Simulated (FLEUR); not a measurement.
# MnS: which magnetic order is lowest

Aim: find out whether MnS carries moments, and which collinear order costs least.

Main program and level: FLEUR MaX-R8.1; PBE with U = 4 eV on Mn d; all-electron FLAPW, Dirac cores, scalar-relativistic bands.

Report form: the programs' logs are mostly left out.

The database entry behind the starting cell differs from later determinations by our own check (an axis about 0.2 % short against later determinations), so it need not match the best structure at ambient conditions.

### 1. The structure

Symmetry: Fm-3m, No. 225, cubic system. Conventional cell: a = 5.209 Å, b = 5.209 Å, c = 5.209 Å, α = 90.00°, β = 90.00°, γ = 90.00°. Mn has 6 S at 2.60 Å nearest. Nearest to S lie 6 Mn at 2.60 Å. Farther neighbours and most contacts between anions are not listed.

Steps with spin–orbit coupling that held too few empty states are left out.

### 2. Order 1, typed as ferro +

The parallel start comes first: it shows whether parallel moments hold. The U counters the self-interaction that shrinks the moments of a localised shell.

inpgen writes inp.xml from crystal.txt; cutoffs, mixing, functional, smearing and local orbitals are then set in the file. The k list default-1 (kpts.xml, not shown) is a Γ-centred 10×10×10 mesh; where the ranks do not divide the number of points, some are split in two of half the weight.

File inp.xml:

```
<?xml version="1.0" encoding="UTF-8" standalone="no"?>
<fleurInput fleurInputVersion="0.39">
   <comment>
      MnS
   </comment>
   <calculationSetup>
      <cutoffs Kmax="3.97" Gmax="11.9" GmaxXC="11.9" numbands="0"/>
      <scfLoop itmax="120" minDistance="0.0001" maxIterBroyd="15" imix="Anderson" alpha="0.05" precondParam="0.0" spinf="2.0" sdNocoIR="T"/>
      <coreElectrons ctail="T" frcor="F" kcrel="0" coretail_lmax="0"/>
      <xcFunctional name="pbe" relativisticCorrections="F"/>
      <magnetism jspins="2"/>
      <soc l_soc="F" theta="0.0" phi="0.0" spav="F"/>
      <expertModes spex="0" secvar="F"/>
      <geometryOptimization l_f="F" forcealpha="1.0" forcemix="BFGS" epsdisp="0.00001" epsforce="0.00001"/>
      <ldaU l_linMix="F" mixParam="0.05" spinf="1.0"/>
   </calculationSetup>
   <cell>
      <bzIntegration valenceElectrons="21.0" mode="hist" fermiSmearingEnergy="0.00367493">
         <kPointListSelection listName="default-1"/>
         <xi:include xmlns:xi="http://www.w3.org/2001/XInclude" href="kpts.xml"> </xi:include>
      </bzIntegration>
      <xi:include xmlns:xi="http://www.w3.org/2001/XInclude" href="sym.xml"> </xi:include>
      <bulkLattice scale="1.0">
         <bravaisMatrix>
            <row-1>    0.0000000000000000     4.9217916915206992     4.9217916915206992</row-1>
            <row-2>    4.9217916915206992     0.0000000000000000     4.9217916915206992</row-2>
            <row-3>    4.9217916915206992     4.9217916915206992     0.0000000000000000</row-3>
         </bravaisMatrix>
      </bulkLattice>
   </cell>
   <atomSpecies>
      <species name="Manganese 4.500" element="Mn" atomicNumber="25">
         <mtSphere radius="2.8" gridPoints="925" logIncrement="0.013"/>
         <atomicCutoffs lmax="10" lnonsphr="8"/>
         <electronConfig flipSpins="F">
            <coreConfig>(1s1/2) (2s1/2) (2p1/2) (2p3/2)</coreConfig>
            <valenceConfig>(3s1/2) (3p1/2) (3p3/2) (4s1/2) (3d3/2) (3d5/2)</valenceConfig>
            <stateOccupation state="(3d3/2)" spinUp="1.75" spinDown="0.25"/>
            <stateOccupation state="(3d5/2)" spinUp="3.0" spinDown="0.0"/>
         </electronConfig>
         <energyParameters s="4" p="4" d="3" f="4"/>
         <ldaU l="2" U="4.0" J="0.0" l_amf="F"/>
         <lo type="SCLO" l="0" n="3" eDeriv="0"/>
         <lo type="SCLO" l="1" n="3" eDeriv="0"/>
      </species>
      <species name="Sulfur (S)" element="S" atomicNumber="16">
         <mtSphere radius="1.89" gridPoints="625" logIncrement="0.018"/>
         <atomicCutoffs lmax="8" lnonsphr="6"/>
         <electronConfig flipSpins="F">
            <coreConfig>(1s1/2) (2s1/2) (2p1/2) (2p3/2)</coreConfig>
            <valenceConfig>(3s1/2) (3p1/2) (3p3/2)</valenceConfig>
            <stateOccupation state="(3p1/2)" spinUp="0.666667" spinDown="0.666667"/>
            <stateOccupation state="(3p3/2)" spinUp="1.333333" spinDown="1.333333"/>
         </electronConfig>
         <energyParameters s="3" p="3" d="3" f="4"/>
      </species>
   </atomSpecies>
   <atomGroups>
      <atomGroup species="Manganese 4.500">
         <relPos label="                   1">.0000000000 .0000000000 .0000000000</relPos>
         <force calculate="T" relaxXYZ="TTT"/>
      </atomGroup>
      <atomGroup species="Sulfur (S)">
         <relPos label="                   2">1.000/2.000 1.000/2.000 1.000/2.000</relPos>
         <force calculate="T" relaxXYZ="TTT"/>
      </atomGroup>
   </atomGroups>
   <output dos="F" band="F" slice="F">
      <bandDOS minEnergy="-.5*Htr" maxEnergy="0.5*Htr" sigma="0.015" storeEVData="T"/>
      <plotting iplot="0" polar="F">
         <plot TwoD="T" vec1="  1.0  0.0  0.0" vec2="  0.0  1.0  0.0" vec3="  0.0  0.0  1.0" zero="  0.0  0.0  0.0" file="plot"/>
      </plotting>
      <moessbauerParams electricFieldGradient="F" isomerShift="F" coreHyperfine="F" valenceHyperfine="F"/>
   </output>
</fleurInput>
```

File crystal.txt:

```
MnS
&input film=F cartesian=F /
0.00000000000  2.60450000000  2.60450000000
2.60450000000  0.00000000000  2.60450000000
2.60450000000  2.60450000000  0.00000000000
1.8897261246
1.0 1.0 1.0

2
25 0.00000000000  0.00000000000  0.00000000000 : 4.500
16 0.50000000000  0.50000000000  0.50000000000

&kpt div1=10 div2=10 div3=10 gamma=T /
```

Run with:

```console
$ OMP_NUM_THREADS=1 inpgen -f crystal.txt > inpgen.log  # inp.xml is then edited as shown
$ OMP_NUM_THREADS=1 mpirun -n 2 fleur_MPI > fleur.log
```

Wall time 40 s (2 MPI ranks of Arm Neoverse N1, shared host); peak memory 0.15 GiB; 79 s of CPU time.

This step gave:

```yaml
free_energy: -42391.4187 eV
program_s_band_gap_on_this_mesh_in_a_metal_only_a_level_spacing: 0.8208 eV
magnetization: 5.000 μB
final_state: ferromagnetic
largest_moment: 4.763 μB
```

After 16 cycles the largest moment stands at 4.76 μB.

### 3. Start 2: antiferro q=(0,1/2,1/2) +-

An opposed order shows whether neighbours prefer unlike signs.

The cell is doubled to 4 atoms to hold this order. The mesh is halved along the doubled vector, so that both cells sample the same points. The k list default-1 (kpts.xml, not shown) is a Γ-centred 10×5×10 mesh.

Edit inp.xml of step 2 so:

```diff
@@ -17,3 +17,3 @@
    <cell>
-      <bzIntegration valenceElectrons="21.0" mode="hist" fermiSmearingEnergy="0.00367493">
+      <bzIntegration valenceElectrons="42.0" mode="hist" fermiSmearingEnergy="0.00367493">
          <kPointListSelection listName="default-1"/>
@@ -25,4 +25,4 @@
             <row-1>    0.0000000000000000     4.9217916915206992     4.9217916915206992</row-1>
-            <row-2>    4.9217916915206992     0.0000000000000000     4.9217916915206992</row-2>
-            <row-3>    4.9217916915206992     4.9217916915206992     0.0000000000000000</row-3>
+            <row-2>    9.8435833830413983     0.0000000000000000     9.8435833830413983</row-2>
+            <row-3>    9.8435833830413983     4.9217916915206992     4.9217916915206992</row-3>
          </bravaisMatrix>
@@ -39,2 +39,16 @@
             <stateOccupation state="(3d5/2)" spinUp="3.0" spinDown="0.0"/>
+         </electronConfig>
+         <energyParameters s="4" p="4" d="3" f="4"/>
+         <ldaU l="2" U="4.0" J="0.0" l_amf="F"/>
+         <lo type="SCLO" l="0" n="3" eDeriv="0"/>
+         <lo type="SCLO" l="1" n="3" eDeriv="0"/>
+      </species>
+      <species name="Manganese -4.500" element="Mn" atomicNumber="25">
+         <mtSphere radius="2.8" gridPoints="925" logIncrement="0.013"/>
+         <atomicCutoffs lmax="10" lnonsphr="8"/>
+         <electronConfig flipSpins="F">
+            <coreConfig>(1s1/2) (2s1/2) (2p1/2) (2p3/2)</coreConfig>
+            <valenceConfig>(3s1/2) (3p1/2) (3p3/2) (4s1/2) (3d3/2) (3d5/2)</valenceConfig>
+            <stateOccupation state="(3d3/2)" spinUp="0.25" spinDown="1.75"/>
+            <stateOccupation state="(3d5/2)" spinUp="0.0" spinDown="3.0"/>
          </electronConfig>
@@ -62,4 +76,12 @@
       </atomGroup>
+      <atomGroup species="Manganese -4.500">
+         <relPos label="                   2">.0000000000 1.000/2.000 .0000000000</relPos>
+         <force calculate="T" relaxXYZ="TTT"/>
+      </atomGroup>
       <atomGroup species="Sulfur (S)">
-         <relPos label="                   2">1.000/2.000 1.000/2.000 1.000/2.000</relPos>
+         <relPos label="                   3">1.000/2.000 .0000000000 1.000/2.000</relPos>
+         <force calculate="T" relaxXYZ="TTT"/>
+      </atomGroup>
+      <atomGroup species="Sulfur (S)">
+         <relPos label="                   4">1.000/2.000 1.000/2.000 1.000/2.000</relPos>
          <force calculate="T" relaxXYZ="TTT"/>
```

File crystal.txt:

```
MnS
&input film=F cartesian=F /
0.00000000000  2.60450000000  2.60450000000
5.20900000000  0.00000000000  5.20900000000
5.20900000000  2.60450000000  2.60450000000
1.8897261246
1.0 1.0 1.0

4
25 0.00000000000  0.00000000000  0.00000000000 : 4.500
25 0.00000000000  0.50000000000  0.00000000000 : -4.500
16 0.50000000000  0.00000000000  0.50000000000
16 0.50000000000  0.50000000000  0.50000000000

&kpt div1=10 div2=5 div3=10 gamma=T /
```

It took 8.6 min on 2 MPI ranks; peak memory 0.3 GiB.

Spin moment in the muffin-tin sphere by atom:

```tsv
atom	spin moment in the muffin-tin sphere (μB)
Mn1	4.73
Mn2	-4.73
S3	-0.03
S4	0.03
```

This step gave:

```
free energy                                                       : -84782.8711 eV
program's band gap on this mesh (in a metal only a level spacing) : 1.082 eV
magnetization                                                     : 0 μB
final state                                                       : antiferromagnetic
```

It lies 16.8 meV a seeded atom under the first start, and its largest moment is 4.73 μB against 4.76 μB.

### 4. Run 3 (antiferro q=(0,0,1/2) +-)

The cell is doubled to 4 atoms to hold this order. The mesh is halved along the doubled vector, so that both cells sample the same points. The k list default-1 (kpts.xml, not shown) is a Γ-centred 10×10×5 mesh.

Edit inp.xml of step 3 so:

```diff
@@ -25,4 +25,4 @@
             <row-1>    0.0000000000000000     4.9217916915206992     4.9217916915206992</row-1>
-            <row-2>    9.8435833830413983     0.0000000000000000     9.8435833830413983</row-2>
-            <row-3>    9.8435833830413983     4.9217916915206992     4.9217916915206992</row-3>
+            <row-2>    4.9217916915206992     0.0000000000000000     4.9217916915206992</row-2>
+            <row-3>    9.8435833830413983     9.8435833830413983     0.0000000000000000</row-3>
          </bravaisMatrix>
@@ -77,3 +77,3 @@
       <atomGroup species="Manganese -4.500">
-         <relPos label="                   2">.0000000000 1.000/2.000 .0000000000</relPos>
+         <relPos label="                   2">.0000000000 .0000000000 1.000/2.000</relPos>
          <force calculate="T" relaxXYZ="TTT"/>
@@ -81,7 +81,4 @@
       <atomGroup species="Sulfur (S)">
-         <relPos label="                   3">1.000/2.000 .0000000000 1.000/2.000</relPos>
-         <force calculate="T" relaxXYZ="TTT"/>
-      </atomGroup>
-      <atomGroup species="Sulfur (S)">
-         <relPos label="                   4">1.000/2.000 1.000/2.000 1.000/2.000</relPos>
+         <relPos label="                   3">1.000/2.000 1.000/2.000 1.000/4.000</relPos>
+         <relPos label="                   4">1.000/2.000 1.000/2.000 -1.000/4.000</relPos>
          <force calculate="T" relaxXYZ="TTT"/>
```

File crystal.txt:

```
MnS
&input film=F cartesian=F /
0.00000000000  2.60450000000  2.60450000000
2.60450000000  0.00000000000  2.60450000000
5.20900000000  5.20900000000  0.00000000000
1.8897261246
1.0 1.0 1.0

4
25 0.00000000000  0.00000000000  0.00000000000 : 4.500
25 0.00000000000  0.00000000000  0.50000000000 : -4.500
16 0.50000000000  0.50000000000  0.25000000000
16 0.50000000000  0.50000000000  0.75000000000

&kpt div1=10 div2=10 div3=5 gamma=T /
```

Wall time 8 min (2 MPI ranks); peak memory 0.31 GiB; 16 min of CPU time.

Spin moment in the muffin-tin sphere by atom:

```tsv
atom	spin moment in the muffin-tin sphere (μB)
Mn1	4.64
Mn2	-4.64
S3	0.00
S4	0.00
```

Read from the output:

```yaml
free_energy: -84782.9335 eV
program_s_band_gap_on_this_mesh_in_a_metal_only_a_level_spacing: 2.376 eV
magnetization: 0 μB
final_state: antiferromagnetic
```

It lies 48.0 meV a seeded atom under the first start, and its largest moment is 4.64 μB against 4.76 μB.

### 5. The states side by side

Free energies are divided by the number of seeded atoms, so that cells of unlike size compare. Wavevectors q in the names are fractions of the primitive cell's reciprocal vectors.

Orders:

```tsv
start	final state	typed order kept	energy over the lowest (meV a seeded atom)	largest sphere moment (μB)	net moment (μB a primitive cell)	mesh matched	CPU time (s)
ferro +	ferromagnetic	yes	48.04	4.763	4.999	yes	79.47
antiferro q=(0,1/2,1/2) +-	antiferromagnetic	yes	31.19	4.726	0	yes	1026
antiferro q=(0,0,1/2) +-	antiferromagnetic	yes	0	4.636	0	yes	963.4
```

### 6. What came out

* lowest state found: antiferromagnetic (typed antiferro q=(0,0,1/2) +-)
* largest site spin moment: 4.64 μB
* next finished state: antiferromagnetic, 31.2 meV a seeded atom higher

The lowest state found is antiferromagnetic, reached from the start antiferro q=(0,0,1/2) +-, with moments up to 4.64 μB. The next finished state costs 31 meV a seeded atom. Only 3 starts were tried; other patterns of signs, canted and longer-period orders were not.

[Logs and program files are shortened in this print: banners, set-up blocks, solver, clock and traceback lines can be left out without a mark of their own.]

[Logs are printed without paths, hosts, clocks, repeated set-up lines and the standing remarks that a program may print on its own settings, such as how far it seeks lower states.]

[Hosts, paths, dates, database ids (printed as entryN), source tags and the programs' standing remarks are cut or masked in the printed files.]

[Where a cell is said to come from a database of computed structures, the database is the Materials Project.]
